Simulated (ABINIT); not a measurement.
# NbInO4 (P2/c): a self-consistent loop beyond G0W0, cycle by cycle

Aim: iterate the self-energy on NbInO4 (P2/c) and follow the gap from cycle to cycle.

Program: ABINIT 10.8.3. Level of theory: LDA and many-body steps on it, plane waves. Results are calculated unless marked as measured.

**The experiments to reproduce.**

- Gap 4.7 eV: direct gap from Elliott-Toyozawa fit; diffuse reflectance; 300 K; powder (“Accurate Determination of the Band-Gap Energy of the Rare-Earth Niobate Series”, 2024, arxiv:2401.13477).

Most raw output is cut from this account.

## Step 1: Set-up

Symmetry: P2/c, No. 13, monoclinic system. Conventional cell: a = 4.835 Å, b = 5.771 Å, c = 5.144 Å, α = 90.00°, β = 91.13°, γ = 90.00°. Nearest to Nb lie 6 O at 1.88 to 2.15 Å. In has 6 O at 2.10 to 2.23 Å nearest. Nearest to O lie 1 Nb at 1.88 Å and 2 In at 2.15 to 2.23 Å. Nearest to O lie 2 Nb at 1.98 to 2.15 Å and 1 In at 2.10 Å. Farther neighbours and most contacts between anions are not listed.

The cell and positions come from the Crystallography Open Database and are kept as given unless a step says otherwise.

## Step 2: Empty states on the mesh, 2×2×2 mesh, 208 bands

This step: ABINIT 10.8.3; DFT, LDA, plane waves, norm-conserving pseudopotentials.

The sums over transitions need many empty states on a uniform mesh; this step solves for them.

run.abi reads:

```
acell 3*1.0 Angstrom
rprim 
  4.835500000000 0.000000000000 -0.000000000000
  0.000000000000 5.770900000000 0.000000000000
  -0.101444525800 0.000000000000 5.142999611900
ntypat 3
znucl 41 49 8
natom 12
typat 1 1 2 2 3 3 3 3 3 3 3 3
xred 
  0.000000000000 0.177900000000 0.250000000000
  0.000000000000 0.822100000000 0.750000000000
  0.500000000000 0.682500000000 0.250000000000
  0.500000000000 0.317500000000 0.750000000000
  0.260000000000 0.618000000000 0.901000000000
  0.740000000000 0.618000000000 0.599000000000
  0.740000000000 0.382000000000 0.099000000000
  0.260000000000 0.382000000000 0.401000000000
  0.217000000000 0.898000000000 0.438000000000
  0.783000000000 0.898000000000 0.062000000000
  0.783000000000 0.102000000000 0.562000000000
  0.217000000000 0.102000000000 0.938000000000
pp_dirpath "pseudos"
pseudos "Nb.upf, In.upf, O.upf"
ecut 42
ngkpt 2 2 2
nshiftk 1
shiftk 0 0 0
kptopt 1
chksymbreak 0
iscf -2
irdden 1
istwfk *1
nband 208
nbdbuf 18
tolwfr 1e-09
nstep 60
prtvol 0
indata_prefix "in"
outdata_prefix "out"
tmpdata_prefix "tmp"
```

Started as:

```
$ OMP_NUM_THREADS=2 mpirun -n 8 abinit run.abi > log
```

It took 73 s on 8 MPI ranks of Arm Neoverse V2, shared host; peak memory 0.96 GiB.

This step gave:

| Item | Value |
| --- | --- |
| gap | 3.324 eV |
| k of the valence top | 0.5, 0, 0 |
| k of the conduction bottom | 0, 0.5, 0 |
| least direct gap | 3.370 eV |
| k points computed | 8 |
| lowest point of the top converged band, above the valence top | 48.11 eV |

On this mesh the gap is 3.324 eV.

The density comes from a self-consistent run that is not shown.

## Step 3: Screening, 2×2×2 mesh, 190 bands, screening to 106.1 eV

The RPA dielectric matrix is built and inverted for each q.

This step: RPA screening on LDA, plane waves, norm-conserving pseudopotentials.

Edit run.abi of step 2 so:

```diff
@@ -30,10 +30,11 @@
 chksymbreak 0
-iscf -2
-irdden 1
 istwfk *1
-nband 208
-nbdbuf 18
-tolwfr 1e-09
-nstep 60
-prtvol 0
+occopt 1
+irdwfk 1
+optdriver 3
+nband 190
+ecuteps 3.9
+inclvkb 2
+awtr 1
+symchi 1
 indata_prefix "in"
```

Started as:

```
$ OMP_NUM_THREADS=1 mpirun -n 16 abinit run.abi > log
```

Run time: 1.7 min. Hardware: 16 MPI ranks; peak memory 13 GiB; 27 min of CPU time.

Numbers from this step:

```yaml
eps_infinity_with_local_fields_on_this_mesh_along_the_program_s_q_direction: 5.405
the_same_without_local_fields: 5.837
plasma_frequency: 33.38 eV
plane_waves_in_the_screening_matrix: 361
```

Local fields lower ε∞ by 7 %. On a Γ-centred mesh this coarse the value itself is usually too large, while a short band sum pulls it down.

## Step 4: G0W0

The self-energy is evaluated for the states that the input lists, and the levels follow from it, in one-shot runs by the linearised quasiparticle equation.

This step: G0W0 on LDA, plane waves, norm-conserving pseudopotentials.

Edit run.abi of step 3 so:

```diff
@@ -33,8 +33,19 @@
 irdwfk 1
-optdriver 3
+optdriver 4
 nband 190
+gwcalctyp 0
+ecutsigx 42
+symsigma 1
+nkptgw 3
+kptgw 
+  0.5000000000 0.0000000000 0.0000000000
+  0.0000000000 0.5000000000 0.0000000000
+  0.0000000000 0.0000000000 0.0000000000
+bdgw 
+  57 61
+  57 60
+  57 60
 ecuteps 3.9
-inclvkb 2
-awtr 1
-symchi 1
+irdscr 1
+ppmodel 1
 indata_prefix "in"
```

Run time: 13 s. Hardware: 16 MPI ranks; peak memory 4.5 GiB.

This step gave:

```
G0W0 gap on the points computed              : 5.098 eV
starting gap on the mesh                     : 3.324 eV
k of the valence top                         : 0, 0.5, 0
k of the conduction bottom                   : 0, 0.5, 0
Z at the valence top                         : 0.786
Z at the conduction bottom                   : 0.825
least direct G0W0 gap on the computed points : 5.098 eV
```

The gap on the mesh goes from 3.32 eV to 5.10 eV, a correction of +1.77 eV.

## Step 5: evGW0, cycle 1

This step: evGW0 on LDA, plane waves, norm-conserving pseudopotentials.

Edit run.abi of step 4 so:

```diff
@@ -35,14 +35,24 @@
 nband 190
-gwcalctyp 0
+gwcalctyp 10
 ecutsigx 42
 symsigma 1
-nkptgw 3
+nkptgw 8
 kptgw 
+  0.0000000000 0.0000000000 0.0000000000
   0.5000000000 0.0000000000 0.0000000000
   0.0000000000 0.5000000000 0.0000000000
-  0.0000000000 0.0000000000 0.0000000000
+  0.5000000000 0.5000000000 0.0000000000
+  0.0000000000 0.0000000000 0.5000000000
+  0.5000000000 0.0000000000 0.5000000000
+  0.0000000000 0.5000000000 0.5000000000
+  0.5000000000 0.5000000000 0.5000000000
 bdgw 
-  57 61
-  57 60
-  57 60
+  35 70
+  35 70
+  35 70
+  35 70
+  35 70
+  35 70
+  35 70
+  35 70
 ecuteps 3.9
```

Wall time 3.2 min (16 MPI ranks); peak memory 21 GiB; 50 min of CPU time.

This step gave:

```yaml
quasiparticle_gap_on_the_mesh: 5.428 eV
gap_of_the_density_functional_on_the_mesh: 3.324 eV
k_of_the_valence_top: 0, 0.5, 0
k_of_the_conduction_bottom: 0, 0, 0.5
z_at_the_valence_top: 0.786
z_at_the_conduction_bottom: 0.826
least_direct_quasiparticle_gap_on_the_computed_points: 5.46 eV
```

Against G0W0 in ABINIT (2×2×2 mesh, 190 bands, screening to 106.1 eV, Godby-Needs plasmon pole), the gap moves by +0.330 eV. This first cycle still uses the starting levels; it takes the full correction, at all points of the mesh, and its linearised value is 5.079 eV.

## Step 6: evGW0, cycle 2

The corrected levels of the last cycle go back in.

Edit run.abi of step 5 so:

```diff
@@ -60,2 +60,3 @@
 ppmodel 1
+irdqps 1
 indata_prefix "in"
```

Elapsed: 3.2 min, on 16 MPI ranks; peak memory 21 GiB.

Numbers from this step:

| Property | Result |
| --- | --- |
| quasiparticle gap on the mesh | 5.281 eV |
| gap of the density functional on the mesh | 3.324 eV |
| k of the valence top | 0, 0.5, 0 |
| k of the conduction bottom | 0, 0, 0.5 |
| least direct quasiparticle gap on the computed points | 5.324 eV |

Against the cycle before, the gap moves by −0.147 eV.

## Step 7: evGW0, cycle 3

run.abi is that of step 6.

The job ended after 3.1 min (16 MPI ranks; peak memory 21 GiB).

Numbers from this step:

* quasiparticle gap on the mesh: 5.288 eV
* gap of the density functional on the mesh: 3.324 eV
* k of the valence top: 0, 0.5, 0
* k of the conduction bottom: 0, 0, 0.5
* least direct quasiparticle gap on the computed points: 5.329 eV

Against the cycle before, the gap moves by +0.007 eV.

## Step 8: Screening, 2×2×2 mesh, 190 bands, screening to 106.1 eV

This step: RPA screening on LDA, plane waves, norm-conserving pseudopotentials.

Edit run.abi of step 7 so:

```diff
@@ -33,30 +33,13 @@
 irdwfk 1
-optdriver 4
+optdriver 3
 nband 190
+ecuteps 3.9
+inclvkb 2
+awtr 1
+symchi 1
 gwcalctyp 10
-ecutsigx 42
-symsigma 1
-nkptgw 8
-kptgw 
-  0.0000000000 0.0000000000 0.0000000000
-  0.5000000000 0.0000000000 0.0000000000
-  0.0000000000 0.5000000000 0.0000000000
-  0.5000000000 0.5000000000 0.0000000000
-  0.0000000000 0.0000000000 0.5000000000
-  0.5000000000 0.0000000000 0.5000000000
-  0.0000000000 0.5000000000 0.5000000000
-  0.5000000000 0.5000000000 0.5000000000
-bdgw 
-  35 70
-  35 70
-  35 70
-  35 70
-  35 70
-  35 70
-  35 70
-  35 70
-ecuteps 3.9
-irdscr 1
-ppmodel 1
-irdqps 1
+mbpt_sciss 2.006 eV
+nqptdm 1
+qptdm 
+  0 0 0
 indata_prefix "in"
```

It took 75 s on 16 MPI ranks; peak memory 13 GiB; 20 min of CPU time.

Numbers from this step:

- ε∞ with local fields, on this mesh, along the program's q direction: 4.479
- the same without local fields: 4.776
- plasma frequency: 33.38 eV
- plane waves in the screening matrix: 361

This screening uses the functional's bands under a rigid shift, the mean opening of the cycle before.

## Step 9: Screening, 2×2×2 mesh, 190 bands, screening to 106.1 eV

This step: RPA screening on LDA from quasiparticle energies, plane waves, norm-conserving pseudopotentials.

Edit run.abi of step 8 so:

```diff
@@ -39,7 +39,13 @@
 symchi 1
+irdqps 1
 gwcalctyp 10
-mbpt_sciss 2.006 eV
-nqptdm 1
+nqptdm 7
 qptdm 
-  0 0 0
+  0.5000000000 0.0000000000 0.0000000000
+  0.0000000000 0.5000000000 0.0000000000
+  0.5000000000 0.5000000000 0.0000000000
+  0.0000000000 0.0000000000 0.5000000000
+  0.5000000000 0.0000000000 0.5000000000
+  0.0000000000 0.5000000000 0.5000000000
+  0.5000000000 0.5000000000 0.5000000000
 indata_prefix "in"
```

mrgscr.stdin reads:

```
2
merged
q0_SCR
out_SCR
1
```

Started as:

```
$ OMP_NUM_THREADS=1 mpirun -n 16 abinit run.abi > log; mrgscr < mrgscr.stdin
```

The job ended after 34 s (16 MPI ranks; peak memory 11 GiB).

This step gave:

```
plasma frequency                    : 33.38 eV
plane waves in the screening matrix : 361
```

This screening reads the quasiparticle levels of the cycle before.

## Step 10: evGW, cycle 1

This step: evGW on LDA, plane waves, norm-conserving pseudopotentials.

Edit run.abi of step 9 so:

```diff
@@ -33,12 +33,10 @@
 irdwfk 1
-optdriver 3
+optdriver 4
 nband 190
-ecuteps 3.9
-inclvkb 2
-awtr 1
-symchi 1
-irdqps 1
 gwcalctyp 10
-nqptdm 7
-qptdm 
+ecutsigx 42
+symsigma 1
+nkptgw 8
+kptgw 
+  0.0000000000 0.0000000000 0.0000000000
   0.5000000000 0.0000000000 0.0000000000
@@ -50,2 +48,15 @@
   0.5000000000 0.5000000000 0.5000000000
+bdgw 
+  35 70
+  35 70
+  35 70
+  35 70
+  35 70
+  35 70
+  35 70
+  35 70
+ecuteps 3.9
+irdscr 1
+ppmodel 1
+irdqps 1
 indata_prefix "in"
```

Started as:

```
$ OMP_NUM_THREADS=1 mpirun -n 16 abinit run.abi > log
```

Wall time 3 min (16 MPI ranks); peak memory 21 GiB; 48 min of CPU time.

Numbers from this step:

```yaml
quasiparticle_gap_on_the_mesh: 5.677 eV
gap_of_the_density_functional_on_the_mesh: 3.324 eV
k_of_the_valence_top: 0, 0.5, 0
k_of_the_conduction_bottom: 0, 0, 0.5
least_direct_quasiparticle_gap_on_the_computed_points: 5.742 eV
```

Against G0W0 in ABINIT (2×2×2 mesh, 190 bands, screening to 106.1 eV, Godby-Needs plasmon pole), the gap moves by +0.579 eV.

## Step 11: Screening, 2×2×2 mesh, 190 bands, screening to 106.1 eV

This step: RPA screening on LDA, plane waves, norm-conserving pseudopotentials.

Edit run.abi of step 10 so:

```diff
@@ -33,30 +33,13 @@
 irdwfk 1
-optdriver 4
+optdriver 3
 nband 190
+ecuteps 3.9
+inclvkb 2
+awtr 1
+symchi 1
 gwcalctyp 10
-ecutsigx 42
-symsigma 1
-nkptgw 8
-kptgw 
-  0.0000000000 0.0000000000 0.0000000000
-  0.5000000000 0.0000000000 0.0000000000
-  0.0000000000 0.5000000000 0.0000000000
-  0.5000000000 0.5000000000 0.0000000000
-  0.0000000000 0.0000000000 0.5000000000
-  0.5000000000 0.0000000000 0.5000000000
-  0.0000000000 0.5000000000 0.5000000000
-  0.5000000000 0.5000000000 0.5000000000
-bdgw 
-  35 70
-  35 70
-  35 70
-  35 70
-  35 70
-  35 70
-  35 70
-  35 70
-ecuteps 3.9
-irdscr 1
-ppmodel 1
-irdqps 1
+mbpt_sciss 2.422 eV
+nqptdm 1
+qptdm 
+  0 0 0
 indata_prefix "in"
```

Wall time 73 s (16 MPI ranks); peak memory 13 GiB; 19 min of CPU time.

Numbers from this step:

```yaml
eps_infinity_with_local_fields_on_this_mesh_along_the_program_s_q_direction: 4.339
the_same_without_local_fields: 4.618
plasma_frequency: 33.38 eV
plane_waves_in_the_screening_matrix: 361
```

This screening uses the functional's bands under a rigid shift, the mean opening of the cycle before.

## Step 12: Screening, 2×2×2 mesh, 190 bands, screening to 106.1 eV

This step: RPA screening on LDA from quasiparticle energies, plane waves, norm-conserving pseudopotentials.

Edit run.abi of step 11 so:

```diff
@@ -39,7 +39,13 @@
 symchi 1
+irdqps 1
 gwcalctyp 10
-mbpt_sciss 2.422 eV
-nqptdm 1
+nqptdm 7
 qptdm 
-  0 0 0
+  0.5000000000 0.0000000000 0.0000000000
+  0.0000000000 0.5000000000 0.0000000000
+  0.5000000000 0.5000000000 0.0000000000
+  0.0000000000 0.0000000000 0.5000000000
+  0.5000000000 0.0000000000 0.5000000000
+  0.0000000000 0.5000000000 0.5000000000
+  0.5000000000 0.5000000000 0.5000000000
 indata_prefix "in"
```

mrgscr.stdin is that of step 9.

Started as:

```
$ OMP_NUM_THREADS=1 mpirun -n 16 abinit run.abi > log; mrgscr < mrgscr.stdin
```

It took 34 s on 16 MPI ranks; peak memory 11 GiB; 9 min of CPU time.

Numbers from this step:

```
plasma frequency                    : 33.38 eV
plane waves in the screening matrix : 361
```

This screening reads the quasiparticle levels of the cycle before.

## Step 13: evGW, cycle 2

This step: evGW on LDA, plane waves, norm-conserving pseudopotentials.

Edit run.abi of step 12 so:

```diff
@@ -33,12 +33,10 @@
 irdwfk 1
-optdriver 3
+optdriver 4
 nband 190
-ecuteps 3.9
-inclvkb 2
-awtr 1
-symchi 1
-irdqps 1
 gwcalctyp 10
-nqptdm 7
-qptdm 
+ecutsigx 42
+symsigma 1
+nkptgw 8
+kptgw 
+  0.0000000000 0.0000000000 0.0000000000
   0.5000000000 0.0000000000 0.0000000000
@@ -50,2 +48,15 @@
   0.5000000000 0.5000000000 0.5000000000
+bdgw 
+  35 70
+  35 70
+  35 70
+  35 70
+  35 70
+  35 70
+  35 70
+  35 70
+ecuteps 3.9
+irdscr 1
+ppmodel 1
+irdqps 1
 indata_prefix "in"
```

Started as:

```
$ OMP_NUM_THREADS=1 mpirun -n 16 abinit run.abi > log
```

Elapsed: 3.1 min, on 16 MPI ranks; peak memory 21 GiB.

Numbers from this step:

* quasiparticle gap on the mesh: 5.725 eV
* gap of the density functional on the mesh: 3.324 eV
* k of the valence top: 0, 0.5, 0
* k of the conduction bottom: 0, 0, 0.5
* least direct quasiparticle gap on the computed points: 5.794 eV

Against the cycle before, the gap moves by +0.048 eV.

## Step 14: Screening, 2×2×2 mesh, 190 bands, screening to 106.1 eV

This step: RPA screening on LDA, plane waves, norm-conserving pseudopotentials.

Edit run.abi of step 13 so:

```diff
@@ -33,30 +33,13 @@
 irdwfk 1
-optdriver 4
+optdriver 3
 nband 190
+ecuteps 3.9
+inclvkb 2
+awtr 1
+symchi 1
 gwcalctyp 10
-ecutsigx 42
-symsigma 1
-nkptgw 8
-kptgw 
-  0.0000000000 0.0000000000 0.0000000000
-  0.5000000000 0.0000000000 0.0000000000
-  0.0000000000 0.5000000000 0.0000000000
-  0.5000000000 0.5000000000 0.0000000000
-  0.0000000000 0.0000000000 0.5000000000
-  0.5000000000 0.0000000000 0.5000000000
-  0.0000000000 0.5000000000 0.5000000000
-  0.5000000000 0.5000000000 0.5000000000
-bdgw 
-  35 70
-  35 70
-  35 70
-  35 70
-  35 70
-  35 70
-  35 70
-  35 70
-ecuteps 3.9
-irdscr 1
-ppmodel 1
-irdqps 1
+mbpt_sciss 2.471 eV
+nqptdm 1
+qptdm 
+  0 0 0
 indata_prefix "in"
```

Elapsed: 73 s, on 16 MPI ranks; peak memory 13 GiB.

Numbers from this step:

```
ε∞ with local fields, on this mesh, along the program's q direction : 4.324
the same without local fields                                       : 4.601
plasma frequency                                                    : 33.38 eV
plane waves in the screening matrix                                 : 361
```

This screening uses the functional's bands under a rigid shift, the mean opening of the cycle before.

## Step 15: Screening, 2×2×2 mesh, 190 bands, screening to 106.1 eV

This step: RPA screening on LDA from quasiparticle energies, plane waves, norm-conserving pseudopotentials.

Edit run.abi of step 14 so:

```diff
@@ -39,7 +39,13 @@
 symchi 1
+irdqps 1
 gwcalctyp 10
-mbpt_sciss 2.471 eV
-nqptdm 1
+nqptdm 7
 qptdm 
-  0 0 0
+  0.5000000000 0.0000000000 0.0000000000
+  0.0000000000 0.5000000000 0.0000000000
+  0.5000000000 0.5000000000 0.0000000000
+  0.0000000000 0.0000000000 0.5000000000
+  0.5000000000 0.0000000000 0.5000000000
+  0.0000000000 0.5000000000 0.5000000000
+  0.5000000000 0.5000000000 0.5000000000
 indata_prefix "in"
```

mrgscr.stdin is that of step 12.

Started as:

```
$ OMP_NUM_THREADS=1 mpirun -n 16 abinit run.abi > log; mrgscr < mrgscr.stdin
```

Wall time 34 s (16 MPI ranks); peak memory 11 GiB.

Numbers from this step:

```
plasma frequency                    : 33.38 eV
plane waves in the screening matrix : 361
```

This screening reads the quasiparticle levels of the cycle before.

## Step 16: evGW, cycle 3

This step: evGW on LDA, plane waves, norm-conserving pseudopotentials.

Edit run.abi of step 15 so:

```diff
@@ -33,12 +33,10 @@
 irdwfk 1
-optdriver 3
+optdriver 4
 nband 190
-ecuteps 3.9
-inclvkb 2
-awtr 1
-symchi 1
-irdqps 1
 gwcalctyp 10
-nqptdm 7
-qptdm 
+ecutsigx 42
+symsigma 1
+nkptgw 8
+kptgw 
+  0.0000000000 0.0000000000 0.0000000000
   0.5000000000 0.0000000000 0.0000000000
@@ -50,2 +48,15 @@
   0.5000000000 0.5000000000 0.5000000000
+bdgw 
+  35 70
+  35 70
+  35 70
+  35 70
+  35 70
+  35 70
+  35 70
+  35 70
+ecuteps 3.9
+irdscr 1
+ppmodel 1
+irdqps 1
 indata_prefix "in"
```

Started as:

```
$ OMP_NUM_THREADS=1 mpirun -n 16 abinit run.abi > log
```

The job ended after 3.1 min (16 MPI ranks; peak memory 21 GiB).

Numbers from this step:

* quasiparticle gap on the mesh: 5.731 eV
* gap of the density functional on the mesh: 3.324 eV
* k of the valence top: 0, 0.5, 0
* k of the conduction bottom: 0, 0, 0.5
* least direct quasiparticle gap on the computed points: 5.800 eV

Against the cycle before, the gap moves by +0.006 eV.

## Step 17: Side by side

Times are wall times on 16 MPI ranks of Arm Neoverse V2, shared host, good to a factor of about two. A run's time includes the screening step that it read.

| run | mesh | bands | screening cutoff (eV) | DFT gap (eV) | gap on the mesh (eV) | direct (eV) | ε∞ used | time |
| --- | --- | --- | --- | --- | --- | --- | --- | --- |
| G0W0 | 2×2×2 | 190 | 106.1 | 3.324 | 5.098 | 5.098 | 5.41 | 1.9 min |
| evGW0, cycle 1 | 2×2×2 | 190 | 106.1 | 3.324 | 5.428 | 5.460 | 5.41 | 4.9 min |
| evGW0, cycle 2 | 2×2×2 | 190 | 106.1 | 3.324 | 5.281 | 5.324 | 5.41 | 4.9 min |
| evGW0, cycle 3 | 2×2×2 | 190 | 106.1 | 3.324 | 5.288 | 5.329 | 5.41 | 4.8 min |
| evGW, cycle 1 | 2×2×2 | 190 | 106.1 | 3.324 | 5.677 | 5.742 | 4.48 | 4.9 min |
| evGW, cycle 2 | 2×2×2 | 190 | 106.1 | 3.324 | 5.725 | 5.794 | 4.34 | 4.9 min |
| evGW, cycle 3 | 2×2×2 | 190 | 106.1 | 3.324 | 5.731 | 5.800 | 4.32 | 4.9 min |

## Step 18: Results

```
G0W0           : 5.098 eV
evGW0, cycle 1 : 5.428 eV
evGW0, cycle 2 : 5.281 eV
evGW0, cycle 3 : 5.288 eV
evGW, cycle 1  : 5.677 eV
evGW, cycle 2  : 5.725 eV
evGW, cycle 3  : 5.731 eV
known limits   : not at the basis limit; no spin-orbit coupling; coarse k mesh
```

In words: Only the bands that the input lists are updated; the others, empty or deep, keep the functional's energies or take a rigid shift. The evGW loop starts from the last levels of evGW0, so its cycles and time come on top of those. evGW0 ends at 5.29 eV, +0.19 eV from G0W0, after 3 cycles that took 9.4 min beside the first screening; the last moved the gap by 0.007 eV. evGW ends at 5.73 eV, +0.63 eV from G0W0, after 3 cycles that took 15 min beside the first screening; the last moved the gap by 0.006 eV. The first cycle of evGW0 takes the full correction, without the factor Z, so it overshoots the one-shot value. Against experiment, by evGW, cycle 3: the direct gap of 5.80 eV lies +1.10 eV from the measured 4.7 eV (electronic, 300 K, 2024). These are gaps on the mesh, at modest bands and cutoff. The calculation has static nuclei and no excitons; a measured gap holds zero-point and thermal motion, which mostly lowers it. Bands and cutoff are finite, so the gap is not at the basis limit. The miss can reach some tenths of an eV and take either sign; the mesh is an error of its own. A denser mesh or path gives a starting gap of 3.25 eV: the GW mesh misses a band edge, so its gaps are not the fundamental one. The 2×2×2 mesh is coarse for this cell, which bears on the long-range parts of exchange and screening. In the updated screening the q = 0 part is built from Kohn-Sham bands under a rigid shift, the other q from the quasiparticle levels. The many-body steps are scalar-relativistic: spin-orbit coupling is not in them.

[Paths, hosts, dates, memory and timing lines, banners, echoed tables and standing remarks are left out of the program output.]

[Logs are printed without paths, hosts, clocks, repeated set-up lines and the standing remarks that a program may print on its own settings, such as how far it seeks lower states.]

[Runs of the session that timed out or met a known fault of the program may be left out.]

[Hosts, paths, dates, database ids (printed as entryN), source tags and the programs' standing remarks are cut or masked in the printed files.]

[G0W0 gaps are taken among the corrected bands and points alone; a level outside them can change the order at an edge.]

[Where Ansatz stands beside ABINIT at settings called matched, ABINIT's density can come from a denser mesh and the files from another edition; pairs whose starting gaps differed by over 0.03 eV were left out, so agreement reads better than it is.]
